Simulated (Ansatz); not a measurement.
# Lattice dynamics of LiBe (Pm-3m), part 2 of 3

Task: relax LiBe (Pm-3m), then find its harmonic phonons.

Ansatz 0.2.0; DFT PBEsol, scalar-relativistic, plane waves, PAW.

So far. Step 3 (Tight relaxation): The forces vanish by symmetry and the pressure is 0.000 GPa, within the tolerances set. The cell now holds 11.00 Å³/atom. The relaxed cell has a = 2.802 Å (conventional setting).

### 4. Linear response at the zone centre

The zone centre comes first: it holds the modes that light can see, as far as symmetry allows. No field response is asked, since the mesh shows no gap.

Input file input.yaml:

```yaml
crystal:
  lattice:
    - [2.8020920929, 0.0, 0.0]
    - [0.0, 2.8020920929, 0.0]
    - [0.0, 0.0, 2.8020920929]
  atoms:
    - { symbol: Li, position: [0.0, 0.0, 0.0] }
    - { symbol: Be, position: [0.5, 0.5, 0.5] }
kpoints:
  mp_grid: { grid: [16, 16, 16] }
hamiltonian:
  xc: pbesol
scf:
  occupations: { method: methfessel_paxton, width: 0.15 }
output:
  eigenvalues: true
phonons:
  method: dfpt
```

On the command line:

```
$ ansatz run input.yaml --threads 4 --pin off --max-ram 7168MiB --backend cpu --events-out ev --progress --plain --runs-dir out
```

Numbers of over 12 decimals in the logs are rounded to 6 here.

What it wrote:

```text
[...]
Crystal: 2 atoms, lattice volume = 22.001 Å³
Basis set: ecut = 420 eV, 437 PW (Γ), exchange–correlation on 40×40×40 points (8 copies of the dense FFT grid, shifted against one another)
Bands: 7, of which v1, the nominal top of the filled ones, is band 3 counted from 1 (2 counted from 0)
Symmetry: 48 space group operations
k-points: 405 of 4096 (irreducible under 8 space group operations, time reversal used)
[...]
SCF iter   1: F=—  HF=-292.612086 eV  |F-HF|=—  |Δ(HF+E_count)|=         —  Δρ=1.86e-3  dr2=5.81e-4  ethr=1.77e-3  ⟨swp⟩=5.0  Hψ=22683  notcnv=0
[...]
SCF iter   6: F=-292.611367 eV  HF=-292.611367 eV  |F-HF|=0.00e0  |Δ(HF+E_count)|=  9.72e-12  S|Δr|=    0.00e0  Δρ=4.60e-8  dr2=3.53e-13  ethr=1.00e-12  ⟨swp⟩=4.5  Hψ=7981  notcnv=0
the search or the solves at the SCF's close seem to have found levels that the self-consistency loop had missed (the run counts 2). By its estimate they hold under 1e-12 electrons; where the run keeps them, the occupations were computed again with them
SCF 1 converged in 6 iterations: F = -292.611367 eV  dr2 = 3.53e-13
[...]
DFPT response loops at Γ: preconditioner auto → Kerker (q_TF=auto, 2.131 Å⁻¹) (partly filled bands, converged f_vac=0.000); β = 1.00, the filter's whole step (`scf.mixing.beta` (0.50) is not read by the response loops under this deck's `scf.mixing.preconditioner`; to damp them name `kerker` or `kerker_dos`, under which they read `scf.mixing.beta`, and type it under 1.00, their step now; both keys bind the ground state too); Broyden in place of MSR1
SCF converged after 6 iterations
[...]
Free energy (F): -292.611367 eV
[...]
Internal energy: -292.612423 eV  (E = F + TS)
E sigma→0 (E₀):  -292.611631 eV
Entropy (-TS):   0.001056 eV (0.528 meV/atom)
Fermi energy:    3.709849 eV
[...]
--- Band table (eV; the first three rows and the last of 405) ---
[...]
--- Phonons (Γ-DFPT): 2 representative perturbations + reference, on 405 of 4096 k-points (Σ response iterations 6) ---
  k mesh reduced under 8 symmetry operations, with k and −k counted as one. Each operation leaves every solved perturbation unchanged. A smaller set is not used because it would not reduce the number of displacements times k-points to solve
  ASR residual: 9.597e-5 → 0.000e0 eV/Å²; symmetrization residual: 4.842e-7 eV/Å²
  ASR residual per site (eV/Å²): 1.25e-5 9.60e-5
  Γ frequencies (cm⁻¹): 0.00 0.00 0.00 560.21 560.21 560.21
  non-analytic LO–TO correction: not included (Born effective charges unavailable; polar crystals: no LO–TO splitting at Γ)
```

The job ended after 3 s (4 threads of Arm Neoverse V2, shared host; peak memory 0.44 GiB).

Numbers from this step:

| Quantity | Value |
| --- | --- |
| sum-rule residual before enforcement | 9.60e-5 eV/Å² |
| point group | m-3m |
| highest optical mode at the zone centre (no LO-TO term) | 560.2 cm⁻¹ |
| lowest optical zone-centre mode | 560.2 cm⁻¹ |

Patterns of degenerate modes are one choice out of their space. The modes at Γ (shares of kinetic energy by element, %):

```
mode  frequency (cm⁻¹)  symmetry  Li %  Be %
   1               0.0  acoustic    44    56
   2               0.0  acoustic    44    56
   3               0.0  acoustic    44    56
   4             560.2       T1u    56    44
   5             560.2       T1u    56    44
   6             560.2       T1u    56    44
```

Displacements in mode 4 (560.2 cm⁻¹), the largest set to 1:
```
Li1  0.00  0.00  1.00
Be2  0.00  0.00 -0.77
```

Before it was imposed, the acoustic sum rule was missed by 9.6e-5 eV/Å². Small misses are needed for a sound result but don't prove that mesh and cutoff are converged. The lowest optical mode is real, 560 cm⁻¹.

### 5. Phonons on a q mesh

Stability and thermal properties need the whole zone. Linear response on a 4×4×4 q mesh gives force constants as far as a supercell of that size would.

Changes to input.yaml since step 4:

```diff
@@ -18 +18,8 @@
   method: dfpt
+  qmesh: [4, 4, 4]
+  temperatures: { t_max: 1000, t_step: 50 }
+  qpath:
+    path:
+      - [[0.0, 0.0, 0.0], [0.0, 0.5, 0.0], [0.5, 0.5, 0.0], [0.0, 0.0, 0.0], [0.5, 0.5, 0.5], [0.0, 0.5, 0.0]]
+      - [[0.5, 0.5, 0.5], [0.5, 0.5, 0.0]]
+    npoints: 10
```

What it wrote:

```text
[...]
Crystal: 2 atoms, lattice volume = 22.001 Å³
Basis set: ecut = 420 eV, 437 PW (Γ), exchange–correlation on 40×40×40 points (8 copies of the dense FFT grid, shifted against one another)
Bands: 7, of which v1, the nominal top of the filled ones, is band 3 counted from 1 (2 counted from 0)
Symmetry: 48 space group operations
k-points: 165 of 4096
[...]
SCF iter   1: F=—  HF=-292.612085 eV  |F-HF|=—  |Δ(HF+E_count)|=         —  Δρ=1.85e-3  dr2=5.80e-4  ethr=1.77e-3  ⟨swp⟩=5.0  Hψ=9250  notcnv=0
[...]
SCF iter   6: F=-292.611367 eV  HF=-292.611367 eV  |F-HF|=1.71e-13  |Δ(HF+E_count)|=  8.64e-12  S|Δr|=    0.00e0  Δρ=4.20e-8  dr2=3.67e-13  ethr=1.00e-12  ⟨swp⟩=4.6  Hψ=3311  notcnv=0
[...]
SCF 1 converged in 6 iterations: F = -292.611367 eV  dr2 = 3.67e-13
[...]
phonons: the bands overlap, so this run is a metal and interpolates without the dipole-dipole term. If the crystal is really an insulator or semiconductor, its LO-TO splitting is missing
NSCF: frozen V_eff on 165 k-points
[...]
DFPT response loops at q = (0, 0, 0) (fractional): preconditioner auto → Kerker (q_TF=auto, 2.131 Å⁻¹) (partly filled bands, converged f_vac=0.000); β = 1.00, the filter's whole step (`scf.mixing.beta` (0.50) is not read by the response loops under this deck's `scf.mixing.preconditioner`; to damp them name `kerker` or `kerker_dos`, under which they read `scf.mixing.beta`, and type it under 1.00, their step now; both keys bind the ground state too); Broyden in place of MSR1
[...]
SCF converged after 6 iterations
[...]
Free energy (F): -292.611367 eV
[...]
Internal energy: -292.612423 eV  (E = F + TS)
E sigma→0 (E₀):  -292.611631 eV
Entropy (-TS):   0.001056 eV (0.528 meV/atom)
Fermi energy:    3.709849 eV
[...]
--- Band table (eV; the first three rows and the last of 165) ---
[...]
--- Phonons (Γ-DFPT): 2 representative perturbations + reference (Σ response iterations 6) ---
  ASR residual: 9.313e-5 → 0.000e0 eV/Å²; symmetrization residual: 5.070e-7 eV/Å²
  ASR residual per site (eV/Å²): 9.69e-6 9.31e-5
  Γ frequencies (cm⁻¹): 0.00 0.00 0.00 560.21 560.21 560.21
--- Phonons (arbitrary-q DFPT): 10 irreducible q on the 4×4×4 mesh ---
  q = [0.0000, 0.0000, 0.0000] (star 1, of the zone-centre solve; hermiticity 2.24e-7, symmetrization 1.44e-13): -0.00 -0.00 0.00 560.21 560.21 560.21
  q = [0.0000, 0.0000, 0.2500] (star 6, 4 solved perturbations in 4032 linear systems a pass and spin channel, the states on 1296 of 4096 k-point pairs; hermiticity 2.20e-7, symmetrization 1.38e-14): 175.96 229.13 229.13 489.32 523.85 523.85
[...]
q = [0.0000, 0.2500, -0.5000] (star 12, 6 solved perturbations on 1296 of 4096 k-point pairs; hermiticity 1.53e-7, symmetrization 2.75e-10): -24.81 170.55 406.73 411.45 493.37 519.12
[...]
sum rule: each row above includes the acoustic sum rule's correction from the zone centre's row sums; it moved no ω² by more than (1.68 cm⁻¹)²
  mesh force constants: q→R imaginary residual 2.77e-18; ASR residual 9.313e-5 → 0.000e0 eV/Å²; symmetrization residual 5.329e-15 eV/Å²
  interpolated dispersion: 62 rows × 6 modes
  density of states and harmonic sums: on the 24×24×24 q-mesh, interpolated from the force constants of a 4×4×4 supercell (no non-analytic term)
  largest difference from the sums on the solved wave vectors: F 7.54e-2 eV, S 1.04e-4 and C_V 2.95e-5 eV/K
  zero-point energy: 0.130434 eV/cell   skipped modes (ω ≤ 0): 96, of them read as no rigid motion or as one in doubt: 93 (1.819e-1 modes/cell left out, lowest -91.33 cm⁻¹)   left out of the sums: 3.03e-2 of the cell's modes: C_V's classical limit lies that fraction below 3 k_B per atom; for a crystal, a wire or a layer, F and S can be off by more, and a phonons.interpolated_qmesh denser along its periods is the remedy for the sampling
```

The job ended after 65 s (4 threads; peak memory 1 GiB; 4.1 min of CPU time).

Numbers from this step:

* sum-rule residual before enforcement: 9.31e-5 eV/Å²
* lowest frequency on the path: -91.33 cm⁻¹
* highest frequency on the path or at a solved wavevector: 560.2 cm⁻¹
* lowest mode on the q mesh (acoustic modes at Γ apart): -91.33 cm⁻¹

Frequencies (cm⁻¹) solved at each irreducible wavevector; negative means imaginary. Frequencies by wavevector, by row:

```
q in reciprocal lattice units  star  mode 1  mode 2  mode 3  mode 4  mode 5  mode 6
                        0 0 0     1       0       0       0   560.2   560.2   560.2
                     0 0 0.25     6     176   229.1   229.1   489.3   523.9   523.9
                     0 0 -0.5     3   156.8   394.5   394.5   431.6   431.6   447.1
                  0 0.25 0.25    12   -21.9   278.2   299.4   438.6   490.7   530.3
                  0 0.25 -0.5    12   -24.8   170.6   406.7   411.4   493.4   519.1
                  0 -0.5 -0.5     3   -91.3   -91.3   408.2   432.7     544     544
               0.25 0.25 0.25     8   210.2   210.2   256.9   449.6   508.3   508.3
               0.25 0.25 -0.5    12   123.7   228.7     301   463.9   479.2   529.2
               0.25 -0.5 -0.5     6   179.2   179.2   320.6   447.8   527.1   527.1
               -0.5 -0.5 -0.5     1   288.4   288.4   288.4   503.6   503.6   503.6
```

Interpolated from a 4×4×4 q mesh. The phonon branches at the labelled points (cm⁻¹):

```
    point  branch 1  branch 2  branch 3  branch 4  branch 5  branch 6
        Γ         0         0         0       560       560       560
  halfway       176       229       229       489       524       524
        X       157       394       394       432       432       447
  halfway       -25       170       407       412       493       519
        M       -91       -91       408       433       544       544
  halfway       -22       278       300       439       491       530
        Γ         0         0         0       560       560       560
  halfway       210       210       257       450       508       508
        R       288       288       288       504       504       504
  halfway       124       229       301       464       479       529
        X       157       394       394       432       432       447
jump to R       288       288       288       504       504       504
  halfway       179       179       321       448       527       527
        M       -91       -91       408       433       544       544
```

The phonon branches as a text plot (rows in cm⁻¹):

```
    547 |***         *****    *******                         ***
    519 |  ***     ***   ****** *   *****       *******    ***
    492 |   * *   *       *  * *         ************  *  **
    465 |    **  ***       **            **        **** *   *
    438 |      ***    *****  **      ** *            *****   *  *
    411 |         *******              *                      ***
    384 |      ***       **                            ***    *
    357 |                                             * *
    329 |                  **                        * *     *
    302 |     *              **      ***            *      **
    275 |    *    *          *              ********  *   *
    248 |                     **        *  **    **  *     *
    221 |   *      *       **       *   ****      ***       *
    194 |    **                *       *
    167 |   *  **               *                  *     *   *
    139 |  *     *              *    **                 *
    112 |         * *     *        **               *  *
     85 | *                      *                   **       *
     58 |*         *          **** *
     31 |            *           *
      4 |                         *
    -23 |                *   *                                 *
    -51 |                  **
    -78 |           *******                                     *
         Γ      X      M          Γ            R        X|R     M
```

Tetrahedra on a 24×24×24 mesh, mean over bins of 10 cm-1. Interpolated from a 4×4×4 q mesh. Table of phonon density of states by wavenumber; read off at these points:

wavenumber (cm⁻¹), phonon density of states (1/cm⁻¹/cell) and a bar:
```
      -95     0.0001 
      -65     0.0025 #
      -35     0.0015 #
       -5     0.0013 #
       35     0.0017 #
       65     0.0047 ###
       95     0.0088 #####
      125     0.0091 #####
      155     0.0073 ####
      185     0.0065 ####
      215     0.0088 #####
      255     0.0079 ####
      285     0.0105 ######
      315     0.0125 #######
      345     0.0067 ####
      375     0.0058 ###
      405     0.0042 ##
      435     0.0246 #############
      475     0.0165 #########
      505     0.0229 ############
      525     0.0549 ##############################
      535     0.0261 ##############
      565     0.0000
```

The partial phonon density of states has structure finer than the step of the table below, so its rows give means over 20 cm⁻¹, whole bins alone (the curve runs from -101 to 587 cm⁻¹). Peaks (cm⁻¹: height): Be -79.6: 0.00249, 76.2: 0.00751, 110.9: 0.00786, 232.1: 0.00752, 297.0: 0.0108, 526.4: 0.0122; Li 439.8: 0.0206, 526.4: 0.0360.

Phonopy on the run's constants, 21x21x21 mesh, Gaussian sigma 4.9 cm-1. Interpolated from a 4×4×4 q mesh. The partial phonon density of states by wavenumber; means over each step; values in 1/cm⁻¹/cell:

```
wavenumber (cm⁻¹)       Be       Li
              -80  0.00204   6.1e-4
              -60  0.00160   5.0e-4
              -40  0.00165   4.9e-4
              -20   9.6e-4   3.0e-4
                0   1.6e-4   4.8e-5
               20  0.00104   3.2e-4
               40  0.00159   5.5e-4
               60  0.00239   9.3e-4
               80  0.00629  0.00208
              100  0.00607  0.00212
              120  0.00697  0.00222
              140  0.00643  0.00189
              160  0.00532  0.00141
              180  0.00507  0.00151
              200  0.00606  0.00161
              220  0.00690  0.00196
              240  0.00652  0.00174
              260  0.00693  0.00178
              280  0.00772  0.00125
              300  0.00978  0.00184
              320  0.00804  0.00160
              340  0.00558  0.00147
              360  0.00485  0.00130
              380  0.00428  0.00115
              400  0.00242  0.00198
              420  0.00236  0.00812
              440  0.00321   0.0191
              460  0.00284   0.0137
              480  0.00383   0.0142
              500  0.00506   0.0177
              520  0.00959   0.0293
              540  0.00546   0.0139
              560   7.3e-4  0.00106
```

Second derivatives of the energy by pair, one row for each kind of neighbour of each atom listed. Each entry sums the pair over the periodic images of the supercell that the q mesh stands for, and in a polar crystal it holds the long-range dipole part too. Force constants by pair, by row:

```
atom  neighbour  distance (Å)  third of the trace (eV/Å²)  along the pair's line (eV/Å²)
 Li1     itself             0                       5.085                              –
 Li1         Be         2.427                     -0.4932                         -1.469
 Li1         Li         2.802                     -0.1413                        -0.3319
 Li1         Li         3.963                      0.0343                         0.1203
 Li1         Be         4.647                     -0.0254                        -0.0725
 Li1         Li         4.853                       -0.01                        -0.0541
 Li1         Li         5.604                      0.0158                         0.0873
 Li1         Be         6.107                     -0.0026                       -7.00e-4
 Li1         Li         6.266                     -0.0013                        -0.0051
 Be2     itself             0                       3.273                              –
 Be2         Li         2.427                     -0.4932                         -1.469
 Be2         Be         2.802                      0.1673                         0.7937
 Be2         Be         3.963                      0.0081                         0.0017
 Be2         Li         4.647                     -0.0254                        -0.0725
 Be2         Be         4.853                      0.0119                         0.0437
 Be2         Be         5.604                      0.0865                         0.3044
 Be2         Li         6.107                     -0.0026                       -7.00e-4
 Be2         Be         6.266                     -0.0122                        -0.0331
```

Symmetry leaves 10 wavevectors to solve. The lowest mode among them, the acoustic zeros apart, lies at q = (0, -0.5, -0.5) and is imaginary, 91.3i cm⁻¹, so the energy falls along it.

(Continued in part 3 of 3.)

[Logs are printed without paths, hosts, clocks, repeated set-up lines and the standing remarks that a program may print on its own settings, such as how far it seeks lower states.]

[Hosts, paths, dates, database ids (printed as entryN), source tags and the programs' standing remarks are cut or masked in the printed files.]
